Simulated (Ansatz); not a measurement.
## YCrB4 (Pbam): spin-orbit coupling beyond the local functionals

Aim: the spin-orbit change of the gap of YCrB4 (Pbam).

Main program and level: Ansatz 0.2.0; density functionals with and without spin-orbit coupling, plane waves, PAW.

**The experiments to reproduce.**

- Gap 200 meV: band gap from B K-edge XAS/XES; X-ray absorption and emission spectroscopy; 300 K; bulk crystal (arc-melted crystal) (“Electronic topological transition of 2D boron by the ion exchange reaction”, 2022, arxiv:2205.05259).

## Step 1: The structure

Symmetry: Pbam, No. 55, orthorhombic system. Conventional cell: a = 5.972 Å, b = 11.460 Å, c = 3.461 Å, α = 90.00°, β = 90.00°, γ = 90.00°. Nearest to Y lie 14 B at 2.62 to 2.76 Å. Nearest to Cr lie 10 B at 2.25 to 2.33 Å and 1 Cr at 2.30 Å. Nearest to B lie 3 B at 1.80 to 1.86 Å and 2 Cr at 2.31 Å and 4 Y at 2.72 to 2.74 Å. Nearest to B lie 3 B at 1.74 to 1.86 Å and 2 Cr at 2.33 Å and 4 Y at 2.66 to 2.76 Å. Nearest to B lie 3 B at 1.71 to 1.74 Å and 4 Cr at 2.25 Å and 2 Y at 2.62 Å. Nearest to B lie 3 B at 1.74 to 1.82 Å and 2 Cr at 2.31 Å and 4 Y at 2.70 to 2.72 Å. Farther neighbours are not listed.

Geometry: measured cell, ions relaxed with LDA. The runs that relaxed it are not among those shown. The default PAW set here is soft_2. Its files were made with PBE.

## Step 2: HSE06, 2×2×4 mesh

This step: DFT, HSE06, plane waves, PAW.

Contents of input.yaml:

```yaml
crystal:
  lattice:
    - [5.972, 0.0, 0.0]
    - [0.0, 11.46, 0.0]
    - [0.0, 0.0, 3.461]
  atoms:
    - { symbol: "Y", position: [0.1241200582, 0.1503666462, 0.0] }
    - { symbol: "Y", position: [0.8758799418, 0.8496333538, 0.0] }
    - { symbol: "Y", position: [0.6241200582, 0.3496333538, 0.0] }
    - { symbol: "Y", position: [0.3758799418, 0.6503666462, 0.0] }
    - { symbol: Cr, position: [0.1201299701, 0.4217788391, 0.0] }
    - { symbol: Cr, position: [0.8798700299, 0.5782211609, 0.0] }
    - { symbol: Cr, position: [0.6201299701, 0.0782211609, 0.0] }
    - { symbol: Cr, position: [0.3798700299, 0.9217788391, 0.0] }
    - { symbol: B, position: [0.2788787008, 0.3166664432, 0.5] }
    - { symbol: B, position: [0.7211212992, 0.6833335568, 0.5] }
    - { symbol: B, position: [0.7788787008, 0.1833335568, 0.5] }
    - { symbol: B, position: [0.2211212992, 0.8166664432, 0.5] }
    - { symbol: B, position: [0.4755978654, 0.19122572, 0.5] }
    - { symbol: B, position: [0.5244021346, 0.80877428, 0.5] }
    - { symbol: B, position: [0.9755978654, 0.30877428, 0.5] }
    - { symbol: B, position: [0.0244021346, 0.69122572, 0.5] }
    - { symbol: B, position: [0.3876900757, 0.0465439879, 0.5] }
    - { symbol: B, position: [0.6123099243, 0.9534560121, 0.5] }
    - { symbol: B, position: [0.8876900757, 0.4534560121, 0.5] }
    - { symbol: B, position: [0.1123099243, 0.5465439879, 0.5] }
    - { symbol: B, position: [0.3611603249, 0.4674623973, 0.5] }
    - { symbol: B, position: [0.6388396751, 0.5325376027, 0.5] }
    - { symbol: B, position: [0.8611603249, 0.0325376027, 0.5] }
    - { symbol: B, position: [0.1388396751, 0.9674623973, 0.5] }
kpoints:
  mp_grid: { grid: [2, 2, 4] }
  band_path:
    path:
      - [0.0, 0.0, 0.0]
      - [0.5, 0.0, 0.0]
      - [0.5, 0.5, 0.0]
      - [0.0, 0.5, 0.0]
      - [0.0, 0.0, 0.5]
      - [0.5, 0.0, 0.5]
      - [0.5, 0.5, 0.5]
      - [0.0, 0.5, 0.5]
      - [0.25, 0.0, 0.0]
      - [0.0, 0.0, 0.3333333333]
    npoints: 1
hamiltonian:
  xc: hse06
scf:
  occupations: { method: fixed }
  n_extra_bands: 12
output:
  eigenvalues: true
```

Run with:

```console
> ansatz run input.yaml --threads 24 --pin off --max-ram 82944MiB --backend cuda --events-out ev --progress --plain --runs-dir out --devices 1 --max-vram 78GiB
```

Numbers of over 12 decimals in the logs are rounded to 6 here.

Output:

```text
scf.n_extra_bands = 12 over 74 filled bands (N_el = 148.0): the run solves 86 bands
GPUs: using 1 of 1 available (devices: 1).
Engine: ansatz 0.2.0, aarch64-unknown-linux-gnu
Pseudopotentials: kind: paw
Pseudopotential: Y, paw, valence charge 11, recommended cutoff 420 eV (normal), Y.paw.azcp
Pseudopotential: Cr, paw, valence charge 14, recommended cutoff 420 eV (normal), Cr.paw.azcp
Pseudopotential: B, paw, valence charge 3, recommended cutoff 420 eV (normal), B.paw.azcp
Functional definition: HSE06
  parameter a = 0.25
  parameter omega = 0.11/bohr
  exchange = pbe_x - a*pbe_x_sr(omega) + a*exact_x_sr(omega)
  correlation = pbe_c
davidson cushion auto → on  (no smearing: the cushion is to keep the highest requested band from converging to the state above it; pin scf.eigensolver.cushion to override)
[...]
Crystal: 24 atoms, lattice volume = 236.868 Å³
Basis set: ecut = 420 eV, 4603 PW (Γ)
Bands: 86, of which v1, the nominal top of the filled ones, is band 74 counted from 1 (73 counted from 0)
Symmetry: 8 space group operations
Space group: Pbam (ITA 55), of the structure as read, at distance tolerance 6.2e-5 Å
k-points: 12 of 16
Non-local potential: Y, projectors of the file, l = 0: 3, l = 1: 2, l = 2: 2, l = 3: 1
Non-local potential: Cr, projectors of the file, l = 0: 3, l = 1: 2, l = 2: 3, l = 3: 1
Non-local potential: B, projectors of the file, l = 0: 2, l = 1: 2, l = 2: 1
PAW form: soft (Blöchl's): semilocal exchange-correlation on the pseudo side does not see the compensation charge
PAW frozen core: Y, regenerated for the run's functional, and the local potential with it (the file was generated under x = pbe(κ = 0.804, μ = 0.219515), c = pbe(β = 0.066725))
PAW frozen core: Cr, regenerated for the run's functional, and the local potential with it (the file was generated under x = pbe(κ = 0.804, μ = 0.219515), c = pbe(β = 0.066725))
PAW frozen core: B, regenerated for the run's functional, and the local potential with it (the file was generated under x = pbe(κ = 0.804, μ = 0.219515), c = pbe(β = 0.066725))
PAW one-centre angular grid: Y, 590 points (default); XC on 64 Gauss nodes
PAW one-centre angular grid: Cr, 590 points (default); XC on 64 Gauss nodes
PAW one-centre angular grid: B, 110 points (default); XC on 64 Gauss nodes
Initial density: superposition of atomic densities (neutral atoms: chi_scale 0, normalization atom), corrected by the library's trained network
Initial wavefunctions: pseudopotential atomic-orbital guess
[...]
Functional: x = pbe(κ = 0.804, μ = 0.219515), c = pbe(β = 0.066725), warm-up for x = pbe(κ = 0.804, μ = 0.219515) + 0.25 (exact − pbe) at short range (hse, ω = 0.207870 Å⁻¹), c = pbe(β = 0.066725); HSE06 as pw.x's `hse` composes it (authors' and Libxc's form: `xc: wpbeh`)
[...]
hybrid outer 1: dexx = +2.830e-1 eV, tail = 6.92e-4 eV
[...]
SCF 3 converged in 6 iterations: F = -31420.383903 eV  dr2 = 5.23e-8
hybrid outer 2: dexx = +2.833e-5 eV, tail = 6.77e-7 eV, Δε = 6.26e-3 eV (about 2.61e-4 eV left of the loop's levels)
[...]
NSCF: frozen V_eff on 10 k-points
hybrid SCF converged: 2 outer / 15 inner (+7 warm-up), last move |dexx| = 2.83e-5 eV, tail = 6.77e-7 eV
Stability not checked: this state was not tested for a lower state beside it, because the functional holds exact exchange (a hybrid, or Hartree-Fock), whose exchange loop this test does not read (fock_operator; see scf.lower_state_search)
Free energy (F): -31420.383902 eV
Frozen-core exchange: fock
Harris-Foulkes:  -31420.383902 eV  (|F-HF|=4.22e-8)
Internal energy: -31420.383902 eV  (E = F + TS)
E sigma→0 (E₀):  -31420.383902 eV
Fermi energy:    13.327729 eV
--- Per-component energies (eV) ---
  E_band       = -1081.475141
  E_kinetic    = 3390.278467
  E_local      = -9383.444013  (includes V_loc(G=0)·N_el)
  E_nonlocal   = 677.020194
  E_hartree    = 3923.476174
  E_xc         = -1437.253819
  E_vxc        = -1711.728260  (∫ρ·V_xc dr)
  E_exx        = -410.078232  (= α·E_x^exact, valence–valence)
  E_paw        = -17275.812056  (= ΣΔE_a)
  E_vpaw       = -1080.399539  (= ΣTr[D̂ρ^β])
  E_aug_tail   = 0.001460  (compensation charges beyond the density's cutoff)
  E_ewald      = -10902.083883
  E_core_change = -2.488194  (= ΣΔE_core)
  E_smearing   = -0.000000  (= −TS)
  E_closure    = -0.000000  (closes the sum)
  Σ components = -31420.383902   (vs F -31420.383902, Δ=0.00e0)
--- Band table (eV; the first three rows and the last of 12) ---
  k-point 0: bands = ["-63.3542", "-63.3542", "-63.2489", "-63.2489", "-33.4408", "-33.4408", "-33.1817", "-33.1815", "-33.0829", "-33.0826", "-32.8215", "-32.8190", "-32.7837", "-32.7834", "-32.7242", "-32.7237", "-31.0453", "-31.0333", "-31.0273", "-31.0191", "-10.0470", "-10.0361", "-10.0272", "-9.9592", "-9.9320", "-9.8315", "-9.8014", "-9.7933", "-9.7000", "-9.6804", "-9.6619", "-9.6419", "-0.7934", "-0.1689", " [...]
  k-point 1: bands = ["-63.3535", "-63.3535", "-63.2480", "-63.2480", "-33.4403", "-33.4400", "-33.1978", "-33.1977", "-33.1012", "-33.1010", "-32.8212", "-32.8192", "-32.7828", "-32.7825", "-32.7228", "-32.7223", "-31.0226", "-31.0109", "-31.0050", "-30.9970", "-10.0502", "-10.0186", "-9.9933", "-9.9785", "-9.9672", "-9.9637", "-9.9518", "-9.8912", "-9.8699", "-9.7797", "-9.7531", "-9.7451", "-0.0381", "0.3577", "1. [...]
  k-point 2: bands = ["-63.3528", "-63.3528", "-63.2472", "-63.2471", "-33.4398", "-33.4393", "-33.2140", "-33.2138", "-33.1195", "-33.1194", "-32.8210", "-32.8195", "-32.7818", "-32.7816", "-32.7212", "-32.7206", "-30.9996", "-30.9882", "-30.9825", "-30.9747", "-10.3718", "-10.3290", "-10.2901", "-10.2474", "-9.9086", "-9.9006", "-9.8927", "-9.8305", "-9.8089", "-9.7272", "-9.7048", "-9.6963", "0.9601", "0.9933", "2 [...]
  k-point 11: bands = ["-63.3529", "-63.3529", "-63.2472", "-63.2472", "-33.4403", "-33.4403", "-33.2139", "-33.2139", "-33.1193", "-33.1193", "-32.8209", "-32.8209", "-32.7825", "-32.7825", "-32.7215", "-32.7215", "-30.9877", "-30.9877", "-30.9820", "-30.9820", "-10.3297", "-10.3297", "-10.2883", "-10.2883", "-9.9267", "-9.9267", "-9.8784", "-9.8784", "-9.7573", "-9.7573", "-9.6846", "-9.6846", "0.9998", "0.9998", " [...]
```

The job ended after 17 s (1 × NVIDIA GB200 (shared by 2 runs) with 24 threads of Arm Neoverse V2, shared host; peak memory 2.2 GiB; 2.9 min of CPU time).

Reading the cycles: dr2 is the Hartree energy of the density residual (eV), the measure of convergence; HF is the Harris–Foulkes estimate of the energy, which meets the free energy F at convergence.

This step gave:

```yaml
gap: 0.5810 eV
valence_top_at: k = (0.250, 0.000, 0.000)
conduction_bottom_at: k = (0.000, 0.000, 0.333)
least_direct_gap: 0.7514 eV
exact_exchange_fraction: 0.25
```

The gap is indirect, with the least direct gap 0.17 eV higher.

## Step 3: HSE06+SOC, 2×2×4 mesh

Spin-orbit coupling can split or shift the edges; a non-collinear run measures by how much.

This step: DFT, HSE06 with spin-orbit coupling, plane waves, PAW.

input.yaml, as its differences from that of step 2:

```diff
@@ -48,4 +48,7 @@
 scf:
-  occupations: { method: fixed }
-  n_extra_bands: 12
+  occupations: { method: fermi_dirac, width: 0.02 }
+  n_extra_bands: 24
+magnetization:
+  noncollinear: true
+  spin_orbit: true
 output:
```

Output:

```text
[...]
GPUs: using 1 of 1 available (devices: 1).
[...]
non-collinear run that drives no moment, with spin-orbit: no starting moment large enough to seed its density (crystal.atoms[].spin), no starting occupations that ask for one, no magnetisation constraint and no magnetic field, so the semilocal B_xc is pinned to zero
[...]
Crystal: 24 atoms, lattice volume = 236.868 Å³
Basis set: ecut = 420 eV, 4603 PW (Γ)
Bands: 172, of which v1, the nominal top of the filled ones, is band 148 counted from 1 (147 counted from 0)
Symmetry: 8 space group operations + 8 with time reversal
[...]
k-points: 12 of 16
Projection manifold: j_resolved (fully-relativistic pseudo-atomic orbitals)
[...]
SCF iter   1: F=—  HF=-31454.414843 eV  |F-HF|=—  |Δ(HF+E_count)|=         —  Δρ=2.67e-1  dr2=2.51e2  dr2_m=0.00e0 (ungated)  ethr=1.00e-1  |M|=0.00e0 ∫|m|=0.00e0 μB  |m|>n=0.0e0 m-floor=0.0e0 τ_xc=0.0e0  β_m=0.30  ⟨swp⟩=3.0  Hψ=9129  notcnv=0
[...]
SCF iter   2: F=—  HF=-31517.010535 eV  |F-HF|=—  |Δ(HF+E_count)|=    6.26e1  Δρ=5.65e-1  dr2=1.15e3  dr2_m=0.00e0 (ungated)  ethr=1.00e-1  |M|=0.00e0 ∫|m|=0.00e0 μB  |m|>n=0.0e0 m-floor=0.0e0 τ_xc=0.0e0  β_m=0.19  ⟨swp⟩=4.8  Hψ=6781  notcnv=0  recentre
[...]
spin=Noncollinear: Kerker preconditioning applied to the charge; magnetization (m_x, m_y, m_z) channels mix plain (no charge-response kernel on spin).
[...]
hybrid outer 1: dexx = +2.876e-1 eV, tail = 9.60e-4 eV
[...]
SCF 3 converged in 8 iterations: F = -31416.181992 eV  dr2 = 2.05e-8
[...]
```

Elapsed: 56 s, on 1 × NVIDIA GB200 (shared by 2 runs) with 24 threads; peak memory 5.8 GiB.

This step gave:

```yaml
gap: 0.5790 eV
valence_top_at: k = (0.250, 0.000, 0.000)
conduction_bottom_at: k = (0.000, 0.000, 0.333)
least_direct_gap: 0.7552 eV
exact_exchange_fraction: 0.25
```

The gap is that of HSE06.

## Step 4: Together

Times are wall times on 1 × NVIDIA GB200 (shared by 2 runs) with 24 threads of Arm Neoverse V2, shared host, good to a factor of about two.

```csv
level,gap (eV),with coupling (eV),change (eV),time,with coupling
HSE06,0.58,0.58,−0.002,17 s,56 s
```

## Step 5: What came out

```
HSE06     : 0.58 eV
HSE06+SOC : 0.58 eV
```

What this shows: Spin-orbit coupling changes the gap by −0.002 eV and the least direct gap by +0.004 eV. Against experiment, by HSE06+SOC: the gap of 0.58 eV lies +0.38 eV from the measured 200 meV (electronic, 300 K, 2022). The lattice is static and excitons are left out. The runs have no spin polarisation. For a closed low-spin shell that is the natural state; where a d or f shell is open it is a constraint, and the gap is then not the crystal's own.

[Paths, hosts, dates, memory and timing lines, banners, echoed tables and standing remarks are left out of the program output.]

[Logs are printed without paths, hosts, clocks, repeated set-up lines and the standing remarks that a program may print on its own settings, such as how far it seeks lower states.]

[Runs of the session that timed out or met a known fault of the program may be left out.]

[Cells called generated may have been cut or substituted from an entry of the Crystallography Open Database or the Materials Project.]

[Hosts, paths, dates, database ids (printed as entryN), source tags and the programs' standing remarks are cut or masked in the printed files.]
